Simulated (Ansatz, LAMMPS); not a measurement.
# Squeezing and shearing glassy 61SiO2-18Al2O3-16Na2O-5SnO2 (mol %) (148 atoms), part 3 of 3

Aim: relax glassy 61SiO2-18Al2O3-16Na2O-5SnO2 (mol %) (148 atoms), then change its volume and shape to read moduli from the stress.

Ansatz 0.2.0; Kohn-Sham DFT, PBE, PAW (set soft_2), plane waves.

The cell: 27 Si, 16 Al, 14 Na, 2 Sn and 89 O. The quench rate of 25 K/ps is orders of magnitude faster than experiment. The network of bonds at the start is that of the classical potential that made the cell. The Brillouin zone is sampled at Γ only.

So far. Step 9 (Volume -10 %): The relaxation was stopped at its limit after 20 steps, 6.99 eV below its start, with a largest force component of 0.082 eV/Å. Step 9 (Volume -10 %): Volume -10 %: the energy stands 3.91 eV above that of the reference.

**10. Stretched by 1 % along x**

The relaxed cell is strained along x alone, which gives the stiffness along x and its coupling to y and z.

input.yaml reads:

```yaml
crystal:
  lattice:
    - [12.86033, -0.08306, -0.03473]
    - [-0.08389, 12.69363, 0.00054]
    - [-0.03508, 0.00054, 12.35566]
  atoms:
    [... the 148 atom lines of step 4 ...]
kpoints:
  mp_grid: { grid: [1, 1, 1] }
hamiltonian:
  xc: pbe
scf:
  occupations: { method: gaussian, width: 0.05 }
output:
  forces: true
  eigenvalues: true
  stress: true
relax:
  f_tol: 0.05
  max_steps: 70
```

Command:

```console
$ ansatz run input.yaml --threads 4 --pin off --max-ram 8192MiB --backend cpu --events-out ev --progress --plain --runs-dir out
```

Numbers of over 12 decimals in the logs are rounded to 6 here.

The program printed:

```text
[...]
Crystal: 148 atoms, lattice volume = 2016.889 Å³
Basis set: ecut = 420 eV, 39459 PW (Γ), exchange–correlation on 180×180×180 points (8 copies of the dense FFT grid, shifted against one another)
Bands: 570, of which v1, the nominal top of the filled ones, is band 422 counted from 1 (421 counted from 0)
Symmetry: 1 space group operations
[...]
k-points: 1
[...]
SCF iter   1: F=—  HF=-109294.019455 eV  |F-HF|=—  |Δ(HF+E_count)|=         —  Δρ=1.96e-3  dr2=1.39e-1  ethr=1.77e-3  ⟨swp⟩=5.0  Hψ=2390  notcnv=0  defer=136
[...]
SCF iter   6: F=-109294.007326 eV  HF=-109294.007324 eV  |F-HF|=1.92e-6  |Δ(HF+E_count)|=   2.86e-5  Δρ=3.66e-5  dr2=2.62e-5  ethr=7.41e-9  ⟨swp⟩=15.0  Hψ=3717  notcnv=0
SCF 1 converged in 6 iterations: F = -109294.007326 eV  dr2 = 2.62e-5
[...]
relax step   1: F+E_penalty+E_count = -109294.00732588 eV  Δ(F+E_penalty+E_count) = +0.000e0 eV  max|allowed force component| = 4.078e-1 eV/Å  Δτ_max = 0.0000 Å  (6 SCF iters, dr2 threshold 6.25e-5 eV, accepted)
[...]
relax step   2: F+E_penalty+E_count = -109294.06508355 eV  Δ(F+E_penalty+E_count) = -5.776e-2 eV  max|allowed force component| = 2.530e-1 eV/Å  Δτ_max = 0.0209 Å  (6 SCF iters, dr2 threshold 1.04e-5 eV, accepted)
[...]
relax step   3: F+E_penalty+E_count = -109294.10198074 eV  Δ(F+E_penalty+E_count) = -3.690e-2 eV  max|allowed force component| = 6.391e-2 eV/Å  Δτ_max = 0.0386 Å  (7 SCF iters, dr2 threshold 4.00e-6 eV, accepted)
relax step   4: F+E_penalty+E_count = -109294.06954533 eV  Δ(F+E_penalty+E_count) = +3.244e-2 eV  max|allowed force component| = 2.222e-1 eV/Å  Δτ_max = 0.1894 Å  (10 SCF iters, rejected (line search))
[...]
relax step   5: F+E_penalty+E_count = -109294.10816634 eV  Δ(F+E_penalty+E_count) = -6.186e-3 eV  max|allowed force component| = 4.249e-2 eV/Å  Δτ_max = 0.0557 Å  (9 SCF iters, accepted)
SCF converged after 9 iterations
Free energy (F): -109294.108166 eV
[...]
Internal energy: -109294.108166 eV  (E = F + TS)
E sigma→0 (E₀):  -109294.108166 eV
Fermi energy:    4.599088 eV
[...]
--- Forces (eV/Å), atoms counted from 1 ---
  atom   1  Si    -0.00249361    -0.01224271    -0.01319753
  atom   2  Si     0.01131829     0.00497879     0.00764635
  atom   3  Si    -0.00054764     0.01248262    -0.00872695
  atom   4  Si     0.00227907    -0.00676500     0.00090827
  atom   5  Si     0.01471245     0.00425142     0.00129588
  atom   6  Si    -0.02439015     0.02073074     0.00752753
  atom   7  Si     0.00647031    -0.00934858    -0.00205332
  atom   8  Si    -0.00341568    -0.00107112     0.00099912
  atom   9  Si    -0.00536858    -0.00063627    -0.01001731
  atom  10  Si     0.00911976     0.01126478     0.00253075
  atom  11  Si     0.00929341     0.01667883     0.01431502
  atom  12  Si    -0.00011072     0.01144299     0.00000534
  atom  13  Si    -0.00827381    -0.00903029     0.00151612
  atom  14  Si     0.02102209    -0.01173172     0.03301099
[...]
atom 147  O     -0.00444238     0.00197586     0.00922193
  atom 148  O      0.00640708     0.00136261    -0.00048301
  max |Σ_I F_I| component: 1.67e-4 eV/Å
--- Stress (GPa, compression-positive) ---
       -1.126002      -0.016963      -0.085840
       -0.016959      -0.361632      -0.050478
       -0.085842      -0.050476      -0.392101
  P = ⅓ Tr σ = -0.6266 GPa (-6.266 kbar)
--- Band table (eV) ---
[...]
--- Relaxed structure (5 steps of the walk, 4 accepted, 0 SCFs on fresh bases) ---
  F+E_penalty+E_count = -109294.10816634 eV   max|allowed force component| = 4.249e-2 eV/Å
  atoms:
    - { symbol: Si, position: [0.967492, 0.825154, 0.806182] }
    - { symbol: Si, position: [0.339776, 0.534527, 0.069800] }
    - { symbol: Si, position: [0.152727, 0.679862, 0.029105] }
    - { symbol: Si, position: [0.410230, 0.402684, 0.868190] }
[...]
- { symbol: O, position: [0.919006, 0.469968, 0.402668] }
```

Run time: 3.8 min. Hardware: 4 threads of Arm Neoverse V1, shared host; peak memory 3.2 GiB.

The relaxation converged after 5 steps, 0.101 eV below its start, with a largest force component of 0.042 eV/Å.

Stretched by 1 % along x: the energy stands 0.0635 eV above that of the reference, at a pressure of -0.627 GPa.

**11. Compressed by 1 % along x**

The relaxed cell is strained along x alone, which gives the stiffness along x and its coupling to y and z.

input.yaml, the sections that differ from step 10:

```yaml
crystal:
  lattice:
    - [12.60567, -0.08306, -0.03473]
    - [-0.08223, 12.69363, 0.00054]
    - [-0.03438, 0.00054, 12.35566]
  atoms:
    [... the 148 atom lines of step 4 ...]
# kpoints, hamiltonian, scf, output, relax: as in step 10
```

The program printed:

```text
[...]
Crystal: 148 atoms, lattice volume = 1976.951 Å³
Basis set: ecut = 420 eV, 38651 PW (Γ), exchange–correlation on 180×180×180 points (8 copies of the dense FFT grid, shifted against one another)
Bands: 570, of which v1, the nominal top of the filled ones, is band 422 counted from 1 (421 counted from 0)
Symmetry: 1 space group operations
[...]
k-points: 1
[...]
SCF iter   1: F=—  HF=-109293.997980 eV  |F-HF|=—  |Δ(HF+E_count)|=         —  Δρ=1.97e-3  dr2=1.37e-1  ethr=1.77e-3  ⟨swp⟩=5.0  Hψ=2376  notcnv=0  defer=137
[...]
SCF iter   5: F=—  HF=-109293.988029 eV  |F-HF|=—  |Δ(HF+E_count)|=   7.57e-6  Δρ=1.46e-4  dr2=3.87e-4  ethr=1.16e-7  ⟨swp⟩=2.0  Hψ=803  notcnv=0  defer=140
SCF iter   6: F=-109293.988006 eV  HF=-109293.988006 eV  |F-HF|=4.72e-7  |Δ(HF+E_count)|=   2.32e-5  Δρ=3.79e-5  dr2=2.77e-5  ethr=7.41e-9  ⟨swp⟩=14.0  Hψ=3902  notcnv=0
SCF 1 converged in 6 iterations: F = -109293.988006 eV  dr2 = 2.77e-5
[...]
relax step   1: F+E_penalty+E_count = -109293.98800636 eV  Δ(F+E_penalty+E_count) = +0.000e0 eV  max|allowed force component| = 4.492e-1 eV/Å  Δτ_max = 0.0000 Å  (6 SCF iters, dr2 threshold 6.25e-5 eV, accepted)
[...]
relax step   2: F+E_penalty+E_count = -109294.04839393 eV  Δ(F+E_penalty+E_count) = -6.039e-2 eV  max|allowed force component| = 2.713e-1 eV/Å  Δτ_max = 0.0170 Å  (6 SCF iters, dr2 threshold 1.26e-5 eV, accepted)
[...]
relax step   3: F+E_penalty+E_count = -109294.08711179 eV  Δ(F+E_penalty+E_count) = -3.872e-2 eV  max|allowed force component| = 5.806e-2 eV/Å  Δτ_max = 0.0312 Å  (6 SCF iters, dr2 threshold 4.60e-6 eV, accepted)
[...]
relax step   4: F+E_penalty+E_count = -109294.09026717 eV  Δ(F+E_penalty+E_count) = -3.155e-3 eV  max|allowed force component| = 3.641e-2 eV/Å  Δτ_max = 0.0115 Å  (7 SCF iters, accepted)
SCF converged after 7 iterations
Free energy (F): -109294.090267 eV
[...]
Internal energy: -109294.090267 eV  (E = F + TS)
E sigma→0 (E₀):  -109294.090267 eV
Fermi energy:    4.856139 eV
[...]
Σ components = -109294.090267   (vs F -109294.090267, Δ=0.00e0)
--- Forces (eV/Å), atoms counted from 1 ---
  atom   1  Si    -0.01021392    -0.01473859    -0.00250630
  atom   2  Si    -0.00517025     0.00499925    -0.00918627
  atom   3  Si    -0.03186309    -0.02833562    -0.00475470
  atom   4  Si     0.03434945     0.00045559     0.01113402
[...]
atom 148  O      0.00006539    -0.00155732     0.00394608
  max |Σ_I F_I| component: 1.53e-4 eV/Å
--- Stress (GPa, compression-positive) ---
        1.261005      -0.003419       0.075290
       -0.003416       0.510972       0.047286
        0.075287       0.047289       0.437910
  P = ⅓ Tr σ = 0.7366 GPa (7.366 kbar)
--- Band table (eV) ---
[...]
--- Relaxed structure (4 steps of the walk, 4 accepted, 0 SCFs on fresh bases) ---
  F+E_penalty+E_count = -109294.09026717 eV   max|allowed force component| = 3.641e-2 eV/Å
  atoms:
    - { symbol: Si, position: [0.968335, 0.824804, 0.805621] }
    - { symbol: Si, position: [0.339960, 0.533325, 0.070920] }
    - { symbol: Si, position: [0.154044, 0.680236, 0.029129] }
    - { symbol: Si, position: [0.406479, 0.400647, 0.869947] }
[...]
- { symbol: O, position: [0.919256, 0.469788, 0.402885] }
```

Run time: 2.8 min. Hardware: 4 threads; peak memory 3.2 GiB.

The relaxation converged after 4 steps, 0.102 eV below its start, with a largest force component of 0.036 eV/Å.

Compressed by 1 % along x: the energy stands 0.0814 eV above that of the reference, at a pressure of 0.737 GPa.

**12. Pressure against volume**

Atoms are relaxed at each volume, in the scaled cell.

| volume change (%) | volume (Å³/atom) | energy change (meV/atom) | pressure (GPa) | largest move on relaxing (Å) | bonds | gap (eV) |
| --- | --- | --- | --- | --- | --- | --- |
| -6 | 12.683 | 9.58 | 3.78 | 0.30 | 267 | 2.70 |
| -3 | 13.088 | 2.42 | 1.86 | 0.20 | 265 | 2.66 |
| +0 | 13.493 | 0.00 | 0.01 | - | 260 | 2.53 |
| +3 | 13.897 | 2.13 | -1.70 | 0.20 | 259 | 2.37 |
| +6 | 14.302 | 8.48 | -3.31 | 0.35 | 254 | 2.19 |

**13. Uniaxial strain and shear**

Stress (GPa, compression positive) less that of the relaxed cell, atoms relaxed:

| strain | xx | yy | zz | xy | energy change (meV/atom) |
| --- | --- | --- | --- | --- | --- |
| stretched by 1 % along x | -1.153 | -0.383 | -0.382 | -0.008 | 0.43 |
| compressed by 1 % along x | 1.234 | 0.490 | 0.448 | 0.006 | 0.55 |

**14. Findings**

The bulk modulus, from the slope of pressure against ln V over the three points nearest the relaxed volume, is 59.3 GPa; a quadratic over all points gives a pressure derivative of about 0.97. The count of bonds runs from 254 to 267 over the series, so at some points contacts cross the cutoffs. The gap goes from 2.70 eV at the smallest volume to 2.19 eV at the largest, -4.4 eV per unit of ln V by a straight line, on the run's k-points. In the Cartesian axes of the cell, finite differences give C11 = 119, C12 = 43.6 and C13 = 41.5 GPa. The mean of C11, C12 and C13, which equals the bulk modulus in a cubic or isotropic solid, is 68.2 GPa: it lies 15 % over the bulk modulus from the volumes.

Caveats: Strains are finite and relaxations stop at the force tolerance of the input, which can leave moduli too stiff; they are those of a static cell at zero temperature. Volumes are changed with the cell's shape held, so in an anisotropic solid the modulus lies over the one under free hydrostatic load. The program notes that the SCF threshold of the relaxations is loose for the stress.

The DFT runs together took 57 min of wall time.

[Logs are printed without paths, hosts, clocks, repeated set-up lines and the standing remarks that a program may print on its own settings, such as how far it seeks lower states.]

[Hosts, paths, dates, database ids (printed as entryN), source tags and the programs' standing remarks are cut or masked in the printed files.]
